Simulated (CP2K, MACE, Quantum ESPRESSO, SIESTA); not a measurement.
# Pressure against volume in wurtzite SiC, size series (36 atoms), CP2K double zeta, PBE

Symmetry: P6_3mc, No. 186, hexagonal system. The conventional cell has a = 3.076 Å, b = 3.076 Å, c = 5.048 Å, α = 90.00°, β = 90.00°, γ = 120.00°. Nearest to Si lie 4 C at 1.88 to 1.89 Å. Nearest to C lie 4 Si at 1.88 to 1.89 Å. Wurtzite SiC (a = 3.076 Å, c = 5.048 Å), 3 x 3 x 1 conventional cells; ideal positions. Then the atoms were relaxed with MACE MPA-0 medium in the fixed cell. Farther neighbours are not listed.

Calculated with CP2K 2026.2: PBE; DZVP-MOLOPT-SR, GTH-PBE potentials, 450 Ry; k-points 1×1×2. The unchanged cell has V0 = 10.341 Å³ an atom and P0 = 3.290 GPa. It is scaled evenly, with fractional positions held.

```
volume (Å³/atom)  pressure (GPa)
          9.7205           18.95
          10.031           10.56
          10.651               ?
          10.961          -8.466
```

Task: Fit a second-order expansion in ln V to the rows given and interpolate to the withheld row.

Worked fit:

To second order in u = ln(V/V0), P = P0 − B u + ½ B B′ u², with B the bulk modulus at V0 and B′ its pressure derivative. So v = (P − P0)/u is a line in u, with intercept −B and slope ½ B B′.

| u | v (GPa) |
| --- | --- |
| -0.0618754 | -253.052 |
| -0.0304592 | -238.637 |
| 0.0582689 | -201.742 |

With n = 3: mean u = -0.0113552, mean v = -231.144, Σ(u − ū)² = 0.0077648, Σ(u − ū)(v − v̄) = 3.2970. Slope b = 3.2970 / 0.0077648 = 424.61; intercept a = v̄ − b ū = -226.32.

So B = 226 GPa and B′ = 2b/B = 3.8. At the withheld volume u = 0.02956, v = a + b u = -213.8 GPa, and P = P0 + u v.

Prediction at 10.651: -3.029 GPa. The run gave -3.009 GPa, so the fit is low by 0.021 GPa (0.69 % of the value).

B′ = 3.8 rests on three points. Among the rows given, the largest miss of the fit is at 9.7205, by 0.028 GPa (0.10 % of the range of the table).

Limits: Static cells at zero temperature, with the cell shape held.

[Logs are printed without paths, hosts, clocks, repeated set-up lines and the standing remarks that a program may print on its own settings, such as how far it seeks lower states.]

[Hosts, paths, dates, database ids (printed as entryN), source tags and the programs' standing remarks are cut or masked in the printed files.]
